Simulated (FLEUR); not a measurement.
# Eu: parallel and opposed starts, part 2 of 2

Wanted: the moments of Eu and the energy of each order that was tried.

FLEUR MaX-R8.1; LDA (VWN) with U = 6 eV on Eu f; all-electron FLAPW, Dirac cores, scalar-relativistic bands.

So far, largest spin moment in the muffin-tin sphere (μB): step 2 (run 1 (ferro +)) 7.01; step 3 (run 2 (antiferro q=(1/2,1/2,1/2) +-)) 6.98.

The database entry behind the starting cell differs from later determinations by our own check (about 0.5 % long), so it need not match the best structure at ambient conditions.

## (4) Order 3, typed as antiferro q=(0,0,1/2) +-

Reversing part of the moments tests the sign of the couplings between them.

This order needs a doubled cell of 2 atoms. The mesh is halved along the doubled vector, so that both cells sample the same points. The k list default-1 (kpts.xml, not shown) is a Γ-centred 8×8×4 mesh.

Contents of inp.xml:

```
<?xml version="1.0" encoding="UTF-8" standalone="no"?>
<fleurInput fleurInputVersion="0.39">
   <comment>
      Eu
   </comment>
   <calculationSetup>
      <cutoffs Kmax="3.6" Gmax="10.8" GmaxXC="10.8" numbands="0"/>
      <scfLoop itmax="130" minDistance="0.0001" maxIterBroyd="15" imix="Anderson" alpha="0.05" precondParam="0.0" spinf="2.0" sdNocoIR="T"/>
      <coreElectrons ctail="T" frcor="F" kcrel="0" coretail_lmax="0"/>
      <xcFunctional name="vwn" relativisticCorrections="F"/>
      <magnetism jspins="2"/>
      <soc l_soc="F" theta="0.0" phi="0.0" spav="F"/>
      <expertModes spex="0" secvar="F"/>
      <geometryOptimization l_f="F" forcealpha="1.0" forcemix="BFGS" epsdisp="0.00001" epsforce="0.00001"/>
      <ldaU l_linMix="F" mixParam="0.05" spinf="1.0"/>
   </calculationSetup>
   <cell>
      <bzIntegration valenceElectrons="34.0" mode="hist" fermiSmearingEnergy="0.00110248">
         <kPointListSelection listName="default-1"/>
         <xi:include xmlns:xi="http://www.w3.org/2001/XInclude" href="kpts.xml"> </xi:include>
      </bzIntegration>
      <xi:include xmlns:xi="http://www.w3.org/2001/XInclude" href="sym.xml"> </xi:include>
      <bulkLattice scale="1.0">
         <bravaisMatrix>
            <row-1>   -4.3520392649537998     4.3520392649537998     4.3520392649537998</row-1>
            <row-2>    4.3520392649537998    -4.3520392649537998     4.3520392649537998</row-2>
            <row-3>    8.7040785299075996     8.7040785299075996    -8.7040785299075996</row-3>
         </bravaisMatrix>
      </bulkLattice>
   </cell>
   <atomSpecies>
      <species name="Europium (7.000" element="Eu" atomicNumber="63">
         <mtSphere radius="2.8" gridPoints="925" logIncrement="0.014"/>
         <atomicCutoffs lmax="10" lnonsphr="8"/>
         <electronConfig flipSpins="F">
            <coreConfig>(1s1/2) (2s1/2) (2p1/2) (2p3/2) (3s1/2) (3p1/2) (3p3/2) (4s1/2) (3d3/2) (3d5/2) (4p1/2) (4p3/2) (4d3/2) (4d5/2)</coreConfig>
            <valenceConfig>(5s1/2) (5p1/2) (5p3/2) (6s1/2) (4f5/2) (4f7/2)</valenceConfig>
            <stateOccupation state="(4f5/2)" spinUp="3.0" spinDown="0.0"/>
            <stateOccupation state="(4f7/2)" spinUp="4.0" spinDown="0.0"/>
         </electronConfig>
         <energyParameters s="6" p="6" d="5" f="4"/>
         <ldaU l="3" U="6.0" J="0.0" l_amf="F"/>
         <lo type="SCLO" l="0" n="5" eDeriv="0"/>
         <lo type="SCLO" l="1" n="5" eDeriv="0"/>
      </species>
      <species name="Europium (-7.000" element="Eu" atomicNumber="63">
         <mtSphere radius="2.8" gridPoints="925" logIncrement="0.014"/>
         <atomicCutoffs lmax="10" lnonsphr="8"/>
         <electronConfig flipSpins="F">
            <coreConfig>(1s1/2) (2s1/2) (2p1/2) (2p3/2) (3s1/2) (3p1/2) (3p3/2) (4s1/2) (3d3/2) (3d5/2) (4p1/2) (4p3/2) (4d3/2) (4d5/2)</coreConfig>
            <valenceConfig>(5s1/2) (5p1/2) (5p3/2) (6s1/2) (4f5/2) (4f7/2)</valenceConfig>
            <stateOccupation state="(4f5/2)" spinUp="0.0" spinDown="3.0"/>
            <stateOccupation state="(4f7/2)" spinUp="0.0" spinDown="4.0"/>
         </electronConfig>
         <energyParameters s="6" p="6" d="5" f="4"/>
         <ldaU l="3" U="6.0" J="0.0" l_amf="F"/>
         <lo type="SCLO" l="0" n="5" eDeriv="0"/>
         <lo type="SCLO" l="1" n="5" eDeriv="0"/>
      </species>
   </atomSpecies>
   <atomGroups>
      <atomGroup species="Europium (7.000">
         <relPos label="                   1">.0000000000 .0000000000 .0000000000</relPos>
         <force calculate="T" relaxXYZ="TTT"/>
      </atomGroup>
      <atomGroup species="Europium (-7.000">
         <relPos label="                   2">.0000000000 .0000000000 1.000/2.000</relPos>
         <force calculate="T" relaxXYZ="TTT"/>
      </atomGroup>
   </atomGroups>
   <output dos="F" band="F" slice="F">
      <bandDOS minEnergy="-.5*Htr" maxEnergy="0.5*Htr" sigma="0.015" storeEVData="T"/>
      <plotting iplot="0" polar="F">
         <plot TwoD="T" vec1="  1.0  0.0  0.0" vec2="  0.0  1.0  0.0" vec3="  0.0  0.0  1.0" zero="  0.0  0.0  0.0" file="plot"/>
      </plotting>
      <moessbauerParams electricFieldGradient="F" isomerShift="F" coreHyperfine="F" valenceHyperfine="F"/>
   </output>
</fleurInput>
```

Contents of crystal.txt:

```
Eu
&input film=F cartesian=F /
-2.30300000000  2.30300000000  2.30300000000
2.30300000000  -2.30300000000  2.30300000000
4.60600000000  4.60600000000  -4.60600000000
1.8897261246
1.0 1.0 1.0

2
63 0.00000000000  0.00000000000  0.00000000000 : 7.000
63 0.00000000000  0.00000000000  0.50000000000 : -7.000

&kpt div1=8 div2=8 div3=4 gamma=T /
```

On the command line:

```bash
$ OMP_NUM_THREADS=1 inpgen -f crystal.txt > inpgen.log  # inp.xml is then edited as shown
$ OMP_NUM_THREADS=1 mpirun -n 4 fleur_MPI > fleur.log
```

Log:

```text
[banner, memory and clock lines left out]
Welcome to FLEUR        (www.flapw.de)
      MaX-Release 8.1          (www.max-centre.eu)

 ========== k-point set info ==========
 Selected k-point list: default-1
 k-point list type: mesh
 0 x 0 x 0
 Number of k points: 80

 [... set-up left out ...]
 Iteration:     1   Distance:       2.91211367 me/bohr^3
 Iteration:     2   Distance:       2.75464187 me/bohr^3
 Iteration:     3   Distance:       0.55670516 me/bohr^3
 Iteration:     4   Distance:       0.11729468 me/bohr^3
 Iteration:     5   Distance:       0.11104704 me/bohr^3
[...]
[... left out ...]
            <freeEnergy value="-21690.2086417566"/>
            <extrapolationTo0K value="-21690.2085434650"/>
         </totalEnergy>
         [... left out ...]
         <ldaUDensityMatrixConvergence>
            <distance spin="1" distance="0.000001"/>
            <distance spin="2" distance="0.000001"/>
         </ldaUDensityMatrixConvergence>
         <densityConvergence units="me/bohr^3">
            <chargeDensity spin="1" distance="0.0000188913"/>
            <chargeDensity spin="2" distance="0.0000188914"/>
            <overallChargeDensity distance="0.0000274356"/>
            <spinDensity distance="0.0000259772"/>
         </densityConvergence>
      </iteration>
```

Wall time 35 s (4 MPI ranks of Intel Xeon 6975P-C (Granite Rapids), shared host); peak memory 0.38 GiB; 2.3 min of CPU time.

Spin moment in the muffin-tin sphere by atom:

```csv
atom,spin moment in the muffin-tin sphere (μB)
Eu1,7.01
Eu2,-7.01
```

Read from the output:

```
free energy                                                       : -590220.6451 eV
program's band gap on this mesh (in a metal only a level spacing) : 0 eV
magnetization                                                     : 0 μB
final state                                                       : antiferromagnetic
```

It lies 4.03 meV a seeded atom over the first start, and its largest moment is 7.01 μB against 7.01 μB.

## (5) The states side by side

Free energies are divided by the number of seeded atoms, so that cells of unlike size compare. Wavevectors q in the names are fractions of the primitive cell's reciprocal vectors.

Orders:

```csv
start,final state,typed order kept,energy over the lowest (meV a seeded atom),largest sphere moment (μB),net moment (μB a primitive cell),mesh matched,CPU time (s)
ferro +,ferromagnetic,yes,0,7.012,7.25,yes,22.51
"antiferro q=(1/2,1/2,1/2) +-",antiferromagnetic,yes,14.89,6.984,0,yes,71.69
"antiferro q=(0,0,1/2) +-",antiferromagnetic,yes,4.03,7.009,0,yes,138.8
```

## (6) Spin–orbit coupling, moments along [001]

Spin–orbit coupling ties the spins to the lattice and lets orbital moments form.

A new self-consistent run of the start ferro +, with the moments along z. Here n_mmp_mat seeds f states of whole m by Hund's three rules. The k list default-1 (kpts.xml, not shown) is a Γ-centred 8×8×8 mesh.

Contents of inp.xml:

```
<?xml version="1.0" encoding="UTF-8" standalone="no"?>
<fleurInput fleurInputVersion="0.39">
   <comment>
      Eu
   </comment>
   <calculationSetup>
      <cutoffs Kmax="3.6" Gmax="10.8" GmaxXC="10.8" numbands="37"/>
      <scfLoop itmax="130" minDistance="0.0001" maxIterBroyd="15" imix="Anderson" alpha="0.05" precondParam="0.0" spinf="2.0" sdNocoIR="T"/>
      <coreElectrons ctail="T" frcor="F" kcrel="0" coretail_lmax="0"/>
      <xcFunctional name="vwn" relativisticCorrections="F"/>
      <magnetism jspins="2"/>
      <soc l_soc="T" theta="0.0" phi="0.0" spav="F"/>
      <expertModes spex="0" secvar="F"/>
      <geometryOptimization l_f="F" forcealpha="1.0" forcemix="BFGS" epsdisp="0.00001" epsforce="0.00001"/>
      <ldaU l_linMix="F" mixParam="0.05" spinf="1.0"/>
   </calculationSetup>
   <cell>
      <bzIntegration valenceElectrons="17.0" mode="hist" fermiSmearingEnergy="0.00110248">
         <kPointListSelection listName="default-1"/>
         <xi:include xmlns:xi="http://www.w3.org/2001/XInclude" href="kpts.xml"> </xi:include>
      </bzIntegration>
      <xi:include xmlns:xi="http://www.w3.org/2001/XInclude" href="sym.xml"> </xi:include>
      <bulkLattice scale="1.0">
         <bravaisMatrix>
            <row-1>   -4.3520392649537998     4.3520392649537998     4.3520392649537998</row-1>
            <row-2>    4.3520392649537998    -4.3520392649537998     4.3520392649537998</row-2>
            <row-3>    4.3520392649537998     4.3520392649537998    -4.3520392649537998</row-3>
         </bravaisMatrix>
      </bulkLattice>
   </cell>
   <atomSpecies>
      <species name="Europium (7.000" element="Eu" atomicNumber="63">
         <mtSphere radius="2.8" gridPoints="925" logIncrement="0.014"/>
         <atomicCutoffs lmax="10" lnonsphr="8"/>
         <electronConfig flipSpins="F">
            <coreConfig>(1s1/2) (2s1/2) (2p1/2) (2p3/2) (3s1/2) (3p1/2) (3p3/2) (4s1/2) (3d3/2) (3d5/2) (4p1/2) (4p3/2) (4d3/2) (4d5/2)</coreConfig>
            <valenceConfig>(5s1/2) (5p1/2) (5p3/2) (6s1/2) (4f5/2) (4f7/2)</valenceConfig>
            <stateOccupation state="(4f5/2)" spinUp="3.0" spinDown="0.0"/>
            <stateOccupation state="(4f7/2)" spinUp="4.0" spinDown="0.0"/>
         </electronConfig>
         <energyParameters s="6" p="6" d="5" f="4"/>
         <ldaU l="3" U="6.0" J="0.0" l_amf="F"/>
         <lo type="SCLO" l="0" n="5" eDeriv="0"/>
         <lo type="SCLO" l="1" n="5" eDeriv="0"/>
      </species>
   </atomSpecies>
   <atomGroups>
      <atomGroup species="Europium (7.000">
         <relPos label="                   1">.0000000000 .0000000000 .0000000000</relPos>
         <force calculate="T" relaxXYZ="TTT"/>
      </atomGroup>
   </atomGroups>
   <output dos="F" band="F" slice="F">
      <bandDOS minEnergy="-.5*Htr" maxEnergy="0.5*Htr" sigma="0.015" storeEVData="T"/>
      <plotting iplot="0" polar="F">
         <plot TwoD="T" vec1="  1.0  0.0  0.0" vec2="  0.0  1.0  0.0" vec3="  0.0  0.0  1.0" zero="  0.0  0.0  0.0" file="plot"/>
      </plotting>
      <moessbauerParams electricFieldGradient="F" isomerShift="F" coreHyperfine="F" valenceHyperfine="F"/>
   </output>
</fleurInput>
```

Contents of crystal.txt:

```
Eu
&input film=F cartesian=F /
-2.30300000000  2.30300000000  2.30300000000
2.30300000000  -2.30300000000  2.30300000000
2.30300000000  2.30300000000  -2.30300000000
1.8897261246
1.0 1.0 1.0

1
63 0.00000000000  0.00000000000  0.00000000000 : 7.000

&soc 0.0000000 0.0000000 /
&kpt div1=8 div2=8 div3=8 gamma=T /
```

Log:

```text
[banner, memory and clock lines left out]
Welcome to FLEUR        (www.flapw.de)
      MaX-Release 8.1          (www.max-centre.eu)

 ========== k-point set info ==========
 Selected k-point list: default-1
 k-point list type: mesh
 0 x 0 x 0
 Number of k points: 80

 [... set-up left out ...]
 Iteration:     1   Distance:       2.95274881 me/bohr^3
 Iteration:     2   Distance:       2.78871397 me/bohr^3
 Iteration:     3   Distance:       0.71414429 me/bohr^3
 Iteration:     4   Distance:       0.13310833 me/bohr^3
 Iteration:     5   Distance:       0.12549669 me/bohr^3
 Iteration:     6   Distance:       0.05647698 me/bohr^3
 Iteration:     7   Distance:       0.02885235 me/bohr^3
 Iteration:     8   Distance:       0.01116688 me/bohr^3
 Iteration:     9   Distance:       0.01005601 me/bohr^3
 Iteration:    10   Distance:       0.00196829 me/bohr^3
 Iteration:    11   Distance:       0.00042834 me/bohr^3
 Iteration:    12   Distance:       0.00033023 me/bohr^3
 Iteration:    13   Distance:       0.00002050 me/bohr^3

 ********************************************************************
 Run finished successfully
 Stop message:
   all done
 ********************************************************************

--- out.xml (last complete iteration) ---
<iteration numberForCurrentRun="   13" overallNumber="   13">
         [... left out ...]
         <bandgap value="0.0000000000" units="eV"/>
         <sumValenceSingleParticleEnergies value="-4.8193388860" units="Htr"/>
         <FermiEnergy value="0.1762264892" units="Htr"/>
         [... left out ...]
         <magneticMomentsInMTSpheres units="muBohr">
            <globalMagMoment atomType="1" vec="0.00000   0.00000   7.00768"/>
         </magneticMomentsInMTSpheres>
         <orbitalMomentsInMTSpheres units="muBohr">
            <globalMagMoment atomType="1" vec="0.00000   0.00000  -0.00969"/>
         </orbitalMomentsInMTSpheres>
         [... left out ...]
         <totalEnergy value="   -10845.1137884621" units="Htr">
            <sumOfEigenvalues value="    -6677.2358406430">
               <coreElectrons value="-6672.4165017569"/>
               <valenceElectrons value="-4.8193388860"/>
            </sumOfEigenvalues>
         [... left out ...]
            <freeEnergy value="-10845.1139352384"/>
            <extrapolationTo0K value="-10845.1138618503"/>
         </totalEnergy>
         [... left out ...]
         <ldaUDensityMatrixConvergence>
            <distance spin="1" distance="0.000000"/>
            <distance spin="2" distance="0.000000"/>
         </ldaUDensityMatrixConvergence>
         <densityConvergence units="me/bohr^3">
            <chargeDensity spin="1" distance="0.0000119360"/>
            <chargeDensity spin="2" distance="0.0000116822"/>
            <overallChargeDensity distance="0.0000117236"/>
            <spinDensity distance="0.0000205046"/>
         </densityConvergence>
      </iteration>
```

Run time: 18 s. Hardware: 4 MPI ranks; peak memory 0.3 GiB; 72 s of CPU time.

Read from the output:

| Quantity | Value |
| --- | --- |
| free energy | -295110.5842 eV |
| program's band gap on this mesh (in a metal only a level spacing) | 0 eV |
| magnetization | 7.251 μB |
| final state | ferromagnetic |
| largest moment | 7.008 μB |
| orbital moment along the spin | -0.00969 μB |

Orbital moment in the sphere, along the spin axis by atom:

```csv
atom,"orbital moment in the sphere, along the spin axis (μB)"
Eu1,-0.0097
```

## (7) Summary of results

| Quantity | Value |
| --- | --- |
| lowest state found | ferromagnetic (typed ferro +) |
| largest site spin moment | 7.01 μB |
| next finished state | antiferromagnetic, 4.03 meV a seeded atom higher |
| orbital moment on the atom of largest spin, along its spin (spin–orbit run) | -0.00969 μB |
| spin plus orbital moment | Eu 7.00 μB |

In words: The lowest state found is ferromagnetic, reached from the start ferro +, with moments up to 7.01 μB. The next finished state costs 4.0 meV a seeded atom. The shell is near half filling, where Hund's rules give no orbital moment. Only 3 starts were tried; other patterns of signs, canted and longer-period orders were not. The f shell is half filled, so the spin-only picture is fair.

[Logs and program files are shortened in this print: banners, set-up blocks, solver, clock and traceback lines can be left out without a mark of their own.]

[Logs are printed without paths, hosts, clocks, repeated set-up lines and the standing remarks that a program may print on its own settings, such as how far it seeks lower states.]

[Hosts, paths, dates, database ids (printed as entryN), source tags and the programs' standing remarks are cut or masked in the printed files.]

[Where a cell is said to come from a database of computed structures, the database is the Materials Project.]
